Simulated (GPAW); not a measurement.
The Mg K edge of atom 1 in NaMgF3 (Pm-3m), with 6 F at 1.98 Å (octahedral, site symmetry m-3m), was computed in 3 ways: full core hole (charged cell), half core hole and no core hole. Program and functional: GPAW, LDA, Gaussian full width 0.9 eV up to 4 eV, rising linearly to 3.5 eV at 25 eV; cells of 5 and 20 atoms (the run without a hole in the smaller).

Each run is counted from its own lowest empty level or Fermi level and scaled to a mean of 1 over its first 20 eV.

```
E (eV)  run 1  run 2  run 3
  -2.0   0.00   0.00   0.00
  -1.5   0.00   0.00   0.00
  -1.0   0.00   0.00   0.00
  -0.5   0.00   0.00   0.00
   0.0   0.00   0.00   0.00
   0.5   0.01   0.00   0.00
   1.0   0.01   0.01   0.01
   1.5   0.02   0.02   0.02
   2.0   0.08   0.04   0.04
   2.5   0.21   0.09   0.05
   3.0   0.33   0.13   0.07
   3.5   0.44   0.18   0.09
   4.0   0.67   0.21   0.10
   4.5   0.92   0.30   0.14
   5.0   1.42   0.46   0.24
   5.5   2.14   0.72   0.36
   6.0   2.39   0.89   0.42
   6.5   2.17   0.91   0.39
   7.0   1.69   0.94   0.40
   7.5   1.83   0.97   0.47
   8.0   2.72   1.20   0.53
   8.5   3.18   1.77   0.59
   9.0   2.71   2.46   0.82
   9.5   1.81   2.94   1.26
  10.0   1.10   2.85   1.81
  10.5   0.73   2.21   2.23
  11.0   0.58   1.47   2.24
  11.5   0.54   1.03   1.87
  12.0   0.62   0.90   1.47
  12.5   0.76   0.96   1.26
  13.0   0.88   1.06   1.21
  13.5   0.95   1.13   1.20
  14.0   0.99   1.18   1.21
  14.5   1.05   1.28   1.28
  15.0   1.11   1.44   1.41
  15.5   1.11   1.59   1.64
  16.0   1.03   1.65   1.91
  16.5   0.89   1.58   2.14
  17.0   0.73   1.39   2.26
  17.5   0.58   1.15   2.22
  18.0   0.46   0.91   2.03
  18.5   0.36   0.70   1.72
  19.0   0.28   0.53   1.36
  19.5   0.22   0.40   1.01
  20.0   0.19   0.31   0.73
  20.5   0.18   0.26   0.53
  21.0   0.18   0.24   0.42
  21.5   0.19   0.23   0.35
  22.0   0.20   0.23   0.31
  22.5   0.22   0.23   0.30
  23.0   0.24   0.25   0.30
  23.5   0.27   0.27   0.30
  24.0   0.31   0.30   0.32
  24.5   0.36   0.34   0.35
  25.0   0.42   0.39   0.38
  25.5   0.49   0.46   0.43
  26.0   0.57   0.53   0.49
  26.5   0.63   0.60   0.56
  27.0   0.68   0.67   0.63
  27.5   0.72   0.72   0.70
  28.0   0.74   0.77   0.76
  28.5   0.74   0.80   0.81
  29.0   0.73   0.82   0.86
  29.5   0.72   0.83   0.90
  30.0   0.70   0.84   0.93
  30.5   0.67   0.84   0.97
  31.0   0.64   0.83   1.00
  31.5   0.60   0.82   1.03
  32.0   0.55   0.78   1.04
```

**Question.** Which run is which?

Run 1: full core hole (charged cell) (area from −2 to 6 eV 3.7, main maxima 6.0 eV (2.39), 8.5 eV (3.18) and 15.3 eV (1.12)). Run 2: half core hole (area from −2 to 6 eV 1.3, main maxima 9.7 eV (2.98) and 16.0 eV (1.65)). Run 3: no core hole (area from −2 to 6 eV 0.7, main maxima 10.8 eV (2.29) and 17.1 eV (2.27)). With each curve scaled to its own mean, the area from −2 to 6 eV with the hole is 3.7 against 0.7, and the centre of weight from −1 to 20 eV moves by -3.9 eV: the hole pulls the absorber's empty states down.

[Banner, clock and machine lines of the logs are left out without a mark of their own.]

[Logs are printed without paths, hosts, clocks, repeated set-up lines and the standing remarks that a program may print on its own settings, such as how far it seeks lower states.]

[Hosts, paths, dates, database ids (printed as entryN), source tags and the programs' standing remarks are cut or masked in the printed files.]

[Lists of maxima count a maximum above −3 eV only where it reaches 4 % of the highest in the window and stands out from its surroundings by 2 % of it (1.5 % where it reaches 55 %); shoulders and weaker maxima are passed over, and of the rest the first, up to two pre-edge ones and the few strongest are named.]
